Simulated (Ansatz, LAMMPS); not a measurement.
**Relaxing glassy 56P2O5-28Na2O-16Al2O3 (mol %) (139 atoms)**

Wanted: the relaxed structure of glassy 56P2O5-28Na2O-16Al2O3 (mol %) (139 atoms) and its electronic structure.

Method: Kohn-Sham DFT, PBE, PAW (set soft_2), plane waves, in Ansatz 0.2.0.

## 1. Starting point

The cell holds 139 atoms: 28 P, 14 Na, 8 Al and 89 O. Its edges and angles: a = 12.341 Å, b = 12.341 Å, c = 12.341 Å, α = 90.0°, β = 90.0°, γ = 90.0°. 139 atoms (28 P, 14 Na, 8 Al, 89 O) placed at random at 2.53 g/cm³, melted at 4000 K for 10 ps at fixed volume with the Morse and Coulomb pair potential with partial charges (Pedone, Malavasi, Menziani, Cormack and Segre, J. Phys. Chem. B 110, 11780 (2006)). Quenched from 4000 K to 300 K at 200 K/ps and fixed volume, held 10 ps at zero pressure, then minimised at fixed cell.

Before any run, some limits are plain. The quench rate of 200 K/ps is many orders above laboratory rates, so the cell is likely richer in defects and strain than a real sample. The network of bonds at the start is that of the classical potential that made the cell. Only the Γ point is sampled, in a cell whose shortest periodic width is 12 Å.

## 2. Single point at the start

The forces at the start show how far the geometry lies from a minimum of this functional.

File input.yaml:

```yaml
crystal:
  lattice:
    - [12.34054, 0.0, 0.0]
    - [0.0, 12.34054, 0.0]
    - [0.0, 0.0, 12.34054]
  atoms:
    - { symbol: P, position: [0.63221, 0.29062, 0.50316] }
    - { symbol: P, position: [0.14119, 0.70633, 0.59599] }
    - { symbol: P, position: [0.57097, 0.93824, 0.56939] }
    - { symbol: P, position: [0.85897, 0.19631, 0.87804] }
    [... 129 atom lines left out ...]
    - { symbol: O, position: [0.1317, 0.88252, 0.08484] }
    - { symbol: O, position: [0.19306, 0.0312, 0.53844] }
    - { symbol: O, position: [0.96496, 0.18719, 0.80882] }
    - { symbol: O, position: [0.90354, 0.44739, 0.4907] }
    - { symbol: O, position: [0.57016, 0.85195, 0.65716] }
    - { symbol: O, position: [0.00408, 0.03834, 0.68838] }
kpoints:
  mp_grid: { grid: [1, 1, 1] }
hamiltonian:
  xc: pbe
scf:
  occupations: { method: gaussian, width: 0.025 }
output:
  forces: true
  stress: true
  populations: true
  dos:
    method: { smearing: { sigma: 0.08 } }
    de: 0.1
    projected: { site_lists: { Al: [Al], Na: [Na], O: [O], P: [P] } }
  eigenvalues: true
```

On the command line:

```sh
ansatz run input.yaml --threads 4 --pin off --max-ram 8192MiB --backend cpu --events-out ev --progress --plain --runs-dir out
```

It took 59 s on 4 threads of Arm Neoverse V2, shared host; peak memory 3 GiB.

Numbers from this run:

* free energy: -96842.8324 eV
* free energy per atom: -696.7110 eV/atom
* SCF cycles: 10
* pressure: 3.401 GPa
* r.m.s. force component: 1.287 eV/Å
* longest force: 5.627 eV/Å
* Fermi energy: 5.301 eV
* gap (highest filled to lowest empty level): 1.498 eV
* spilling of the projection: 0.01447

The r.m.s. force component of 1.3 eV/Å and the pressure of 3.4 GPa set the starting point.

Neighbours are counted within 1.98 Å (O-P), 2.83 Å (O-Na), 2.19 Å (O-Al).

Length of the force by element and coordination:

```csv
element,coordination,atoms,mean length of the force (eV/Å),spread,least,most
Al,all,8,1.65,0.613,1.04,2.97
Al,4,6,1.77,0.663,1.04,2.97
Al,5,2,1.30,0.130,1.17,1.43
Na,all,14,0.649,0.255,0.325,1.19
Na,3,3,0.534,0.132,0.348,0.634
Na,4,5,0.884,0.271,0.482,1.19
Na,5,5,0.548,0.0651,0.458,0.625
Na,6,1,0.325,0,0.325,0.325
O,all,89,1.66,0.944,0.352,4.47
O,1,6,0.877,0.396,0.392,1.49
O,2,55,1.70,0.900,0.360,4.13
O,3,22,1.77,1.05,0.684,4.47
O,4,6,1.70,0.949,0.352,3.17
P,all,28,3.26,1.12,1.11,5.63
```

## 3. Relaxation

With the cell held, the atoms are moved downhill towards a nearby minimum.

input.yaml, the sections that differ from step 2:

```yaml
output:
  forces: true
relax:
  f_tol: 0.03
  max_steps: 200
# crystal, kpoints, hamiltonian, scf: as in step 2
```

Run time: 19 min. Hardware: 4 threads; peak memory 2.9 GiB.

The steps of the relaxation (22 of 45):

```csv
step,energy less that of the first step (eV),largest force component (eV/Å)
1,0.0000,5.1807
3,-9.6928,1.4204
5,-12.2416,0.4416
7,-13.0087,0.4011
9,-13.6335,0.4810
11,-13.9873,0.4171
14,-14.1176,0.2129
16,-14.1780,0.0654
18,-14.2144,0.1712
20,-14.2365,0.0497
22,-14.2468,0.0654
24,-14.2434,0.1327
26,-14.2681,0.1905
28,-14.2801,0.2967
30,-14.3687,0.4119
32,-14.4940,1.6567
35,-14.7043,0.2783
37,-14.7184,0.0616
39,-14.7306,0.0579
41,-14.7106,0.3458
43,-14.7408,0.0404
45,-14.7419,0.0250
```

Relaxation steps 19, 24, 36, 41 were tried and not accepted.

The atoms that moved most (Å):

```csv
atom,dx,dy,dz,length
O107,0.462,-0.010,-1.532,1.600
O58,-0.560,-0.737,1.095,1.434
O82,-1.335,-0.127,0.354,1.388
O76,-0.722,-0.902,-0.718,1.360
O59,0.510,-0.766,-0.903,1.290
Na31,-0.600,-0.577,0.685,1.078
P22,0.451,-0.237,-0.862,1.001
Na34,-0.529,0.515,0.666,0.995
```

The relaxation changed the energy by -106 meV/atom, and atoms moved by 0.54 Å r.m.s., 1.6 Å at most.

## 4. Local order after relaxation

Bonds before and after, by the cutoffs listed below:

```csv
pair,bonds before,bonds after,mean before (Å),mean after (Å),spread before (Å),spread after (Å)
O-P,112,112,1.531,1.562,0.030,0.065
O-Na,57,60,2.440,2.364,0.148,0.125
O-Al,35,37,1.816,1.838,0.101,0.080
```

Density 2.50 g/cm³, 13.52 Å³ an atom.

Pair distribution functions g(r), in bins of 0.2 Å:

```csv
r (Å),total,O-O,O-P,O-Na,O-Al,P-P,P-Na
1.40,0.85,0.00,3.31,0.00,0.00,0.00,0.00
1.60,2.59,0.00,10.07,0.00,0.00,0.00,0.00
1.80,0.86,0.00,0.50,0.00,9.98,0.00,0.00
2.00,0.10,0.00,0.00,0.00,1.39,0.00,0.00
2.20,0.30,0.00,0.00,2.19,0.23,0.00,0.00
2.40,0.95,1.16,0.00,3.61,0.18,0.00,0.00
2.60,1.91,4.44,0.00,0.63,0.00,0.00,0.00
2.80,0.39,0.67,0.00,0.38,0.14,0.24,0.95
3.00,0.92,1.16,0.26,0.72,0.11,3.62,1.06
3.20,0.96,0.83,0.61,0.82,0.30,0.95,3.00
3.40,0.96,0.80,1.14,0.47,0.81,0.00,3.13
3.60,0.90,0.71,1.27,0.93,1.06,0.00,1.50
3.80,1.04,0.67,1.56,1.25,1.73,0.13,0.66
4.00,1.13,0.60,1.96,1.04,1.88,0.83,0.59
4.20,1.16,0.95,1.40,0.92,2.26,1.29,0.54
4.40,1.02,1.05,0.93,1.06,1.64,1.48,0.50
4.60,0.98,1.11,0.80,1.04,0.41,1.35,0.89
4.80,1.10,1.31,0.74,1.52,0.51,1.66,0.66
5.00,1.06,1.31,0.81,0.79,0.84,1.14,1.45
5.20,1.02,1.15,0.87,0.89,0.73,1.34,1.06
5.40,0.97,0.97,0.92,1.21,0.61,1.85,0.52
5.60,0.91,0.94,0.94,0.73,1.14,0.49,1.09
5.80,0.98,0.89,1.12,0.97,0.94,1.02,1.07
6.00,1.00,0.96,1.09,1.02,0.99,0.74,0.90
```

Bonds by pair of elements; cutoffs follow the first minimum of g(r), held within bounds set by covalent radii, and pairs that aren't listed don't count as bonded:

```csv
pair A-B,cutoff (Å),bonds,mean length (Å),spread (Å),shortest (Å),B about A,A about B
O-P,2.11,112,1.56,0.065,1.47,1.26,4
O-Na,2.77,60,2.36,0.125,2.14,0.674,4.29
O-Al,2.27,37,1.84,0.08,1.73,0.416,4.62
```

How many atoms have how many bonded neighbours:

```csv
element,mean,1,2,3,4,5,6
Al,4.62,0,0,0,3,5,0
Na,4.29,0,0,3,7,1,3
O,2.35,3,54,30,2,0,0
P,4,0,0,0,28,0,0
```

Bond angles, per cent of each kind in bins of 5°:

```csv
angle (°),O-P-O,O-Na-O,O-Al-O,Na-O-P,Al-O-P
50–55,0.0,0.9,0.0,0.0,0.0
55–60,0.0,2.8,0.0,0.0,0.0
60–65,0.0,4.7,0.0,0.0,0.0
65–70,0.0,1.9,0.0,0.0,0.0
70–75,0.0,0.9,1.5,0.0,0.0
75–80,0.0,8.5,1.5,0.0,0.0
80–85,0.0,9.4,2.9,1.6,0.0
85–90,0.0,10.4,14.7,7.9,0.0
90–95,0.0,6.6,17.6,9.5,2.7
95–100,5.9,10.4,5.9,6.3,0.0
100–105,17.3,4.7,7.3,9.5,2.7
105–110,31.0,2.8,11.8,11.1,0.0
110–115,29.8,7.5,11.8,6.3,2.7
115–120,12.5,4.7,4.4,12.7,2.7
120–125,3.0,0.9,4.4,4.8,2.7
125–130,0.6,4.7,5.9,12.7,0.0
130–135,0.0,4.7,0.0,4.8,16.2
135–140,0.0,3.8,0.0,6.3,13.5
140–145,0.0,0.9,1.5,6.3,5.4
145–150,0.0,0.9,0.0,0.0,13.5
150–155,0.0,1.9,2.9,0.0,8.1
155–160,0.0,1.9,0.0,0.0,13.5
160–165,0.0,0.9,0.0,0.0,8.1
165–170,0.0,2.8,1.5,0.0,5.4
170–175,0.0,0.0,4.4,0.0,0.0
175–180,0.0,0.0,0.0,0.0,2.7
```

Bond angles (no mean is given where the spread exceeds 20°):

```csv
angle,count,mean (°),spread (°)
O-P-O,168,109,5.8
O-Na-O,106,-,-
O-Al-O,68,-,-
Na-O-P,63,113,16.9
Al-O-P,37,143,18.2
```

Oxygen atoms by the number of network formers (Si, P, Ge, B, Al, As, Ga) bound to them:

```csv
network formers bound to O,O atoms,per cent
0,0,0
1,30,33.7
2,58,65.2
3,1,1.1
```

Network units: each former by its oxygen neighbours and how many of them bridge to another former:

```csv
former,O neighbours,bridging O,atoms
P,4,2,8
P,4,3,14
P,4,4,6
Al,4,4,3
Al,5,5,5
```

Bond length by coordination (bonds to H left out):

```csv
element,coordination,atoms,mean bond length (Å)
Al,4,3,1.76
Al,5,5,1.87
Na,3,3,2.28
Na,4,7,2.35
Na,5,1,2.38
Na,6,3,2.42
O,1,3,1.47
O,2,54,1.69
O,3,30,2.01
O,4,2,2.11
```

Rings of the network by King's shortest-path rule, up to 12 atoms, one path for each pair of neighbours; H, halogens, alkali and alkaline-earth atoms are left out, and the last column divides by all other atoms, bonded or not:

```csv
ring size (atoms),rings,per network atom
4,1,0.008
6,1,0.008
8,7,0.056
10,7,0.056
12,10,0.08
```

For some of the pairs, g(r) has its first main peak near 2.5 Å (O-O), 1.6 Å (O-P), 2.3 Å (O-Na), 1.8 Å (O-Al), 3.0 Å (P-P) and 3.4 Å (P-Na). By these cutoffs 62 % of Al atoms have 5, 50 % of Na atoms have 4, 61 % of O atoms have 2 and all P atoms have 4 bonded neighbours. The O-P-O angle averages 109° with a spread of 6°. 65 % of the oxygens bridge two formers (P and Al) and 34 % are non-bridging; 1 % join three. The commonest P unit has 4 oxygens, 3 of them shared with other formers (14 of 28 atoms). Rings of 12 atoms are the most common (38 % of those counted); sizes run from 4 to 12, where the search stops.

## 5. Single point at the relaxed geometry

One more single point at the end of the walk gives the fuller output and checks the residual forces.

File input.yaml:

```yaml
crystal:
  lattice:
    - [12.34054, 0.0, 0.0]
    - [0.0, 12.34054, 0.0]
    - [0.0, 0.0, 12.34054]
  atoms:
    - { symbol: P, position: [0.64836, 0.30993, 0.50717] }
    - { symbol: P, position: [0.1515, 0.71928, 0.59328] }
    - { symbol: P, position: [0.58363, 0.96064, 0.59448] }
    - { symbol: P, position: [0.85585, 0.20613, 0.87546] }
    [... 129 atom lines left out ...]
    - { symbol: O, position: [0.08671, 0.94112, 0.07787] }
    - { symbol: O, position: [0.17636, 0.0282, 0.5234] }
    - { symbol: O, position: [0.96966, 0.21642, 0.81641] }
    - { symbol: O, position: [0.9306, 0.45295, 0.47343] }
    - { symbol: O, position: [0.57395, 0.85173, 0.65352] }
    - { symbol: O, position: [0.96338, 0.06658, 0.6744] }
kpoints:
  mp_grid: { grid: [1, 1, 1] }
hamiltonian:
  xc: pbe
scf:
  occupations: { method: gaussian, width: 0.025 }
output:
  forces: true
  stress: true
  populations: true
  dos:
    method: { smearing: { sigma: 0.08 } }
    de: 0.1
    projected: { site_lists: { Al: [Al], Na: [Na], O: [O], P: [P] } }
  eigenvalues: true
  write_density: true
  write_potential: true
  volumetric_format: npy
```

It took 57 s on 4 threads; peak memory 3 GiB; 3.7 min of CPU time.

The program notes that the exchange-correlation potential is rough where the density is thin.

Read from the output:

```yaml
free_energy: -96857.5744 eV
free_energy_per_atom: -696.8171 eV/atom
scf_cycles: 10
pressure: 0.2751 GPa
r_m_s_force_component: 0.00542 eV/Å
longest_force: 0.02772 eV/Å
fermi_energy: 5.175 eV
spacing_of_highest_filled_and_lowest_empty_level: 3.07 eV
spilling_of_the_projection: 0.01422
```

Löwdin charges by element and coordination (they lack the spilled electrons, 0.084 e an atom on average):

```csv
element,coordination,atoms,mean charge (e),spread,least,most
Al,all,8,1.35,0.0399,1.30,1.42
Al,4,3,1.39,0.0288,1.35,1.42
Al,5,5,1.32,0.0103,1.30,1.33
Na,all,14,0.802,0.0097,0.786,0.821
Na,3,3,0.816,0.0034,0.813,0.821
Na,4,7,0.799,0.0057,0.794,0.809
Na,5,1,0.793,0,0.793,0.793
Na,6,3,0.798,0.01,0.786,0.810
O,all,89,-0.798,0.0618,-0.951,-0.683
O,1,3,-0.81,0.0237,-0.843,-0.79
O,2,54,-0.771,0.0515,-0.909,-0.683
O,3,30,-0.840,0.0536,-0.951,-0.722
O,4,2,-0.880,0.0375,-0.918,-0.843
P,all,28,2.17,0.0461,2.10,2.23
```

States in the cell by windows of 1 eV, zero at the Fermi level; the larger projections on atomic orbitals stand beside the total:

```csv
from (eV),to (eV),total,O p,P p,O s
-14,-13,5.6,3.3,0.8,0.6
-13,-12,12.8,7.8,1.8,1.4
-12,-11,15.0,9.7,2.4,1.1
-11,-10,23.8,16.1,3.0,1.6
-10,-9,26.4,18.1,3.1,2.3
-9,-8,33.5,24.0,4.3,3.0
-8,-7,51.7,40.1,5.0,4.1
-7,-6,66.3,54.9,4.3,3.9
-6,-5,77.6,69.1,2.9,2.4
-5,-4,92.0,85.5,2.3,1.2
-4,-3,75.1,71.1,1.4,0.6
-3,-2,36.9,35.4,0.6,0.1
-2,-1,8.4,8.2,0.1,0.0
-1,1,0.0,0.0,0.0,0.0
1,2,2.0,0.1,0.1,0.5
2,3,7.8,1.0,1.1,1.5
3,4,18.1,2.0,2.9,2.6
4,5,40.2,5.9,10.1,4.4
```

The curve was stored every 0.100 eV, coarse against its broadening of 0.08 eV, so these counts are rough.

Between -26 and -14 eV lie 271 more states.

The levels nearest the highest filled one (over half full), pooled over k-points and spins:

```csv
level less the highest filled one (eV),occupation
-0.588,2
-0.499,2
-0.384,2
-0.294,2
-0.0769,2
0,2
3.07,0
3.80,0
4.21,0
4.38,0
4.46,0
4.69,0
```

Mean Löwdin charges: Al +1.35, Na +0.80, O -0.80, P +2.17 e (they miss 1.4 % of the electrons, so they add up to more than the cell's charge).

## 6. Summary of results

```
energy change in the relaxation                  : -106.1 meV/atom
r.m.s. displacement                              : 0.542 Å
largest displacement                             : 1.6 Å
free energy per atom                             : -696.8171 eV/atom
pressure                                         : 0.2751 GPa
r.m.s. force component                           : 0.00542 eV/Å
gap (highest filled to lowest empty level) : 3.07 eV
wall time of the 3 DFT runs                      : 21 min
```

In words: Relaxation lowers the energy by 106 meV/atom and moves atoms by 0.54 Å r.m.s.; the r.m.s. force component goes from 1.3 to 0.0054 eV/Å, the pressure goes from 3.4 to 0.28 GPa, and the gap from 1.50 to 3.07 eV. By the final cutoffs 13 of 204 bonded pairs parted and 18 joined. From the first step to the last the energy fell by 14.742 eV, and the largest move was 1.60 Å (O107). The O-Na bonds change most in mean length: from 2.440 Å (spread 0.148) to 2.364 Å (spread 0.125), and their number from 57 to 60. By these cutoffs 62 % of Al atoms have 5, 50 % of Na atoms have 4, 61 % of O atoms have 2 and all P atoms have 4 bonded neighbours. 65 % of the oxygens bridge two formers (P and Al) and 34 % are non-bridging; 1 % join three. Between filled and empty levels lie 3.07 eV (at Γ alone); a semilocal functional tends to put such gaps too low. In a disordered cell it changes from sample to sample, and tail or defect levels can set it.

Caveats: The network of bonds at the start is that of the classical potential that made the cell; in DFT 13 of its 204 bonded pairs passed out of the cutoffs and 18 came within them.

[Logs are printed without paths, hosts, clocks, repeated set-up lines and the standing remarks that a program may print on its own settings, such as how far it seeks lower states.]

[Hosts, paths, dates, database ids (printed as entryN), source tags and the programs' standing remarks are cut or masked in the printed files.]
